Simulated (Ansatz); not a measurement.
**SiO2 (P4_32_12): converging the G0W0 gap**

How do accuracy and time trade against each other in G0W0 on SiO2 (P4_32_12)?

Program: Ansatz 0.2.0. Level of theory: G0W0 on LDA, plane waves, PAW; PAW set soft_1. Results are calculated unless marked as measured.

Most raw output is cut from this account.

**1. Set-up**

The structure is tetragonal, space group P4_32_12 (No. 96). The conventional cell has a = 4.933 Å, b = 4.933 Å, c = 6.465 Å, α = 90.00°, β = 90.00°, γ = 90.00°. Si has 4 O at 1.62 Å nearest. Nearest to O lie 2 Si at 1.62 Å. Farther neighbours and most contacts between anions are not listed.

The cell and positions come from the Crystallography Open Database and are kept as given unless a step says otherwise.

**2. 141 empty bands, screening to 54 eV**

Now the one-shot GW correction: screening in the RPA, then the self-energy of the levels asked for. This step takes PAW set soft_1 files.

input.yaml

```yaml
crystal:
  lattice:
    - [4.9329, 0.0, 0.0]
    - [0.0, 4.9329, 0.0]
    - [0.0, 0.0, 6.4645]
  atoms:
    - { symbol: Si, position: [0.817705, 0.817705, 0.5] }
    - { symbol: Si, position: [0.682295, 0.317705, 0.25] }
    - { symbol: Si, position: [0.182295, 0.182295, 0.0] }
    - { symbol: Si, position: [0.317705, 0.682295, 0.75] }
    - { symbol: O, position: [0.26834, 0.36457, 0.80193] }
    - { symbol: O, position: [0.13543, 0.76834, 0.55193] }
    - { symbol: O, position: [0.73166, 0.63543, 0.30193] }
    - { symbol: O, position: [0.86457, 0.23166, 0.05193] }
    - { symbol: O, position: [0.76834, 0.13543, 0.44807] }
    - { symbol: O, position: [0.63543, 0.73166, 0.69807] }
    - { symbol: O, position: [0.23166, 0.86457, 0.94807] }
    - { symbol: O, position: [0.36457, 0.26834, 0.19807] }
kpoints:
  mp_grid: { grid: [4, 4, 2] }
hamiltonian:
  xc: lda
  pseudopotentials: { kind: paw, azcp: { folder: soft_1 }, xc_functional: pbe }
scf:
  occupations: { method: fixed }
gw:
  n_empty_bands: 141
  ecut_chi: 54
  qp_bands: [v4, c4]
  qp_kpoints: band_edges
  screening: { model: contour_deformation }
```

Command:

```
$ ansatz run input.yaml --threads 3 --pin off --max-ram 92160MiB --backend cuda --events-out ev --progress --plain --runs-dir out --devices 1 --max-vram 13GiB
```

Run time: 11 s. Hardware: 1 × NVIDIA H100 80GB HBM3 (shared by 6 runs) with 3 threads of AMD EPYC 7R13 (Zen 3), shared host; peak memory 1.2 GiB.

This step gave:

```
bands summed                                 : 173
RPA ε∞ on this mesh (eigenvalues)            : 2.345, 2.409, 2.409
plane waves in the screening matrix          : 135
q-points in the mesh                         : 32
G0W0 gap on the mesh                         : 8.355 eV
k of the valence top                         : 0, 0, 0
k of the conduction bottom                   : 0, 0, 0
starting gap on the mesh                     : 5.480 eV
Z at the valence top                         : 0.8129
Z at the conduction bottom                   : 0.8688
least direct G0W0 gap on the computed points : 8.355 eV
```

The gap on the mesh goes from 5.48 eV to 8.36 eV, a correction of +2.88 eV. Between the two edge states, bare exchange in place of the xc potential would open the gap by 10.74 eV, and correlation takes back 7.87 eV.

**3. 400 empty bands, screening to 108 eV**

Another rung: the empty bands reach about as high as the screening cutoff, so the two stay in balance.

input.yaml: that of step 2 with these lines changed.

```diff
@@ -26,4 +26,4 @@
 gw:
-  n_empty_bands: 141
-  ecut_chi: 54
+  n_empty_bands: 400
+  ecut_chi: 108
   qp_bands: [v4, c4]
```

Wall time 24 s (1 × NVIDIA H100 80GB HBM3 (shared by 6 runs) with 3 threads); peak memory 1.7 GiB.

Numbers from this step:

```
bands summed                                 : 432
RPA ε∞ on this mesh (eigenvalues)            : 2.335, 2.402, 2.402
plane waves in the screening matrix          : 387
q-points in the mesh                         : 32
G0W0 gap on the mesh                         : 8.496 eV
k of the valence top                         : 0, 0, 0
k of the conduction bottom                   : 0, 0, 0
starting gap on the mesh                     : 5.480 eV
Z at the valence top                         : 0.8039
Z at the conduction bottom                   : 0.8640
least direct G0W0 gap on the computed points : 8.496 eV
```

Against the run with 4×4×2 mesh, 141 empty bands, screening to 54 eV, PAW set soft_1 files, the gap moves by +0.14 eV.

**4. 862 empty bands, screening to 180 eV**

input.yaml: that of step 3 with these lines changed.

```diff
@@ -26,4 +26,4 @@
 gw:
-  n_empty_bands: 400
-  ecut_chi: 108
+  n_empty_bands: 862
+  ecut_chi: 180.0
   qp_bands: [v4, c4]
```

Run time: 75 s. Hardware: 1 × NVIDIA H100 80GB HBM3 (shared by 6 runs) with 3 threads; peak memory 3.2 GiB; 2.3 min of CPU time.

Numbers from this step:

| Quantity | Value |
| --- | --- |
| bands summed | 894 |
| RPA ε∞ on this mesh (eigenvalues) | 2.321, 2.383, 2.383 |
| plane waves in the screening matrix | 855 |
| G0W0 gap on the mesh | 8.687 eV |
| k of the valence top | 0, 0, 0 |
| k of the conduction bottom | 0, 0, 0 |
| starting gap on the mesh | 5.480 eV |
| least direct G0W0 gap on the computed points | 8.687 eV |

Against the run with 4×4×2 mesh, 400 empty bands, screening to 108 eV, PAW set soft_1 files, the gap moves by +0.19 eV.

**5. Changing the k mesh: 2×2×2 mesh, 400 empty bands, screening to 108 eV, PAW set soft_1 files**

A second mesh at equal bands and cutoff isolates the sampling error. Bands and cutoff differ from the step before, so it is read against an earlier run that matches them.

input.yaml: that of step 4 with these lines changed.

```diff
@@ -19,3 +19,3 @@
 kpoints:
-  mp_grid: { grid: [4, 4, 2] }
+  mp_grid: { grid: [2, 2, 2] }
 hamiltonian:
@@ -26,4 +26,4 @@
 gw:
-  n_empty_bands: 862
-  ecut_chi: 180.0
+  n_empty_bands: 400
+  ecut_chi: 108
   qp_bands: [v4, c4]
```

It took 13 s on 1 × NVIDIA H100 80GB HBM3 (shared by 6 runs) with 3 threads; peak memory 1.3 GiB; 14 s of CPU time.

Numbers from this step:

| Property | Result |
| --- | --- |
| bands summed | 432 |
| RPA ε∞ on this mesh (eigenvalues) | 2.337, 2.422, 2.422 |
| plane waves in the screening matrix | 387 |
| G0W0 gap on the mesh | 8.516 eV |
| k of the valence top | 0, 0, 0 |
| k of the conduction bottom | 0, 0, 0 |
| starting gap on the mesh | 5.479 eV |
| least direct G0W0 gap on the computed points | 8.516 eV |

Against the run with 4×4×2 mesh, 400 empty bands, screening to 108 eV, PAW set soft_1 files, the gap moves by +0.02 eV.

**6. Changing the frequency model: 4×4×2 mesh, 400 empty bands, screening to 108 eV, plasmon pole, PAW set soft_1 files**

A plasmon pole stands in for the full frequency dependence of the screening; this run shows what that costs in accuracy.

input.yaml: that of step 5 with these lines changed.

```diff
@@ -19,3 +19,3 @@
 kpoints:
-  mp_grid: { grid: [2, 2, 2] }
+  mp_grid: { grid: [4, 4, 2] }
 hamiltonian:
@@ -30,2 +30,2 @@
   qp_kpoints: band_edges
-  screening: { model: contour_deformation }
+  screening: { model: godby_needs }
```

Wall time 32 s (1 × NVIDIA H100 80GB HBM3 (shared by 6 runs) with 3 threads); peak memory 2 GiB.

Numbers from this step:

```yaml
bands_summed: 432
plasmon_pole_fit_frequency: 23.69 eV
rpa_eps_infinity_on_this_mesh_eigenvalues: 2.335, 2.402, 2.402
plane_waves_in_the_screening_matrix: 387
g0w0_gap_on_the_mesh: 8.473 eV
k_of_the_valence_top: 0, 0, 0
k_of_the_conduction_bottom: 0, 0, 0
starting_gap_on_the_mesh: 5.480 eV
least_direct_g0w0_gap_on_the_computed_points: 8.473 eV
```

Against the run with 4×4×2 mesh, 400 empty bands, screening to 108 eV, PAW set soft_1 files, the gap moves by −0.02 eV.

**7. Changing the files: 4×4×2 mesh, 400 empty bands, screening to 108 eV, hard PAW files**

Other atomic data (hard PAW) test the pseudisation: the cutoff goes from 420 to 930 eV, with the same valence electrons.

This step: G0W0 on LDA, plane waves, PAW.

input.yaml: that of step 6 with these lines changed.

```diff
@@ -22,3 +22,3 @@
   xc: lda
-  pseudopotentials: { kind: paw, azcp: { folder: soft_1 }, xc_functional: pbe }
+  pseudopotentials: { kind: paw, source: ansatz }
 scf:
@@ -30,2 +30,2 @@
   qp_kpoints: band_edges
-  screening: { model: godby_needs }
+  screening: { model: contour_deformation }
```

Wall time 30 s (1 × NVIDIA H100 80GB HBM3 (shared by 6 runs) with 3 threads); peak memory 2.4 GiB; 36 s of CPU time.

This step gave:

* bands summed: 432
* RPA ε∞ on this mesh (eigenvalues): 2.332, 2.399, 2.399
* plane waves in the screening matrix: 387
* G0W0 gap on the mesh: 8.517 eV
* k of the valence top: 0, 0, 0
* k of the conduction bottom: 0, 0, 0
* starting gap on the mesh: 5.483 eV
* least direct G0W0 gap on the computed points: 8.517 eV

Against the run with 4×4×2 mesh, 400 empty bands, screening to 108 eV, PAW set soft_1 files, the gap moves by +0.02 eV.

**8. Side by side**

Times are wall times on 1 × NVIDIA H100 80GB HBM3 (shared by 6 runs) with 3 threads of AMD EPYC 7R13 (Zen 3), shared host, good to a factor of about two.

```
 mesh           files            frequency  bands summed  cutoff (eV)  start (eV)  G0W0 (eV)  time  host memory (GiB)
4×4×2  PAW set soft_1  contour deformation           173           54       5.480      8.355  11 s                1.2
4×4×2  PAW set soft_1  contour deformation           432          108       5.480      8.496  24 s                1.7
4×4×2  PAW set soft_1  contour deformation           894          180       5.480      8.687  75 s                3.2
2×2×2  PAW set soft_1  contour deformation           432          108       5.479      8.516  13 s                1.3
4×4×2  PAW set soft_1         plasmon pole           432          108       5.480      8.473  32 s                2.0
4×4×2        hard PAW  contour deformation           432          108       5.483      8.517  30 s                2.4
```

How the two edges are built up, in eV (the quasiparticle level is the starting level plus Σx plus Σc less Vxc):

```
      run               edge  start      Σx     Σc     Vxc     Z    QP
173 bands        valence top   1.86  -26.72   4.48  -20.98  0.81  0.61
173 bands  conduction bottom   7.34   -7.89  -3.38  -12.90  0.87  8.97
432 bands        valence top   1.86  -26.72   4.27  -20.98  0.80  0.40
432 bands  conduction bottom   7.34   -7.89  -3.46  -12.90  0.86  8.89
894 bands        valence top   1.86  -26.72   4.01  -20.98  0.80  0.14
894 bands  conduction bottom   7.34   -7.89  -3.52  -12.90  0.86  8.83
```

**9. Outcome**

```
173 bands, 54 eV                    : 8.355 eV
432 bands, 108 eV                   : 8.496 eV
894 bands, 180 eV                   : 8.687 eV
estimated limit in bands and cutoff : 8.87 eV
mesh and start                      : 4×4×2, LDA
```

What this shows: A line in one over the bands through the two highest rungs gives 8.87 eV, +0.18 eV from the top rung; the pair below gives 8.59 eV, so the estimate is still climbing. The rungs stand 0.51 eV (173 bands), 0.37 eV (432 bands) and 0.18 eV (894 bands) from it. From 173 to 894 bands the gap moves by +0.33 eV while the time grows 6.6-fold. Σc changes by −0.47 eV at the valence top and −0.14 eV at the conduction bottom, so the valence edge carries most of the change. On the 2×2×2 mesh in place of 4×4×2 the gap differs by +0.02 eV, of which −0.001 eV is already in the start. The plasmon-pole model gives −0.02 eV against contour deformation, 1 % of the correction, and saved no time in this program. Hard PAW files move the gap by +0.02 eV at equal bands and cutoff, +0.003 eV of it in the start. The 4×4×2 mesh is coarse for this cell (its supercell is 13 Å along the shortest edge). The RPA ε∞ on it, from the LDA start, is 2.32 and 2.38; such meshes misread the long-range screening, most where the gap is narrow.

[Paths, hosts, dates, memory and timing lines, banners, echoed tables and standing remarks are left out of the program output.]

[Logs are printed without paths, hosts, clocks, repeated set-up lines and the standing remarks that a program may print on its own settings, such as how far it seeks lower states.]

[Runs of the session that timed out or met a known fault of the program may be left out.]

[Cells called generated may have been cut or substituted from an entry of the Crystallography Open Database or the Materials Project.]

[Hosts, paths, dates, database ids (printed as entryN), source tags and the programs' standing remarks are cut or masked in the printed files.]
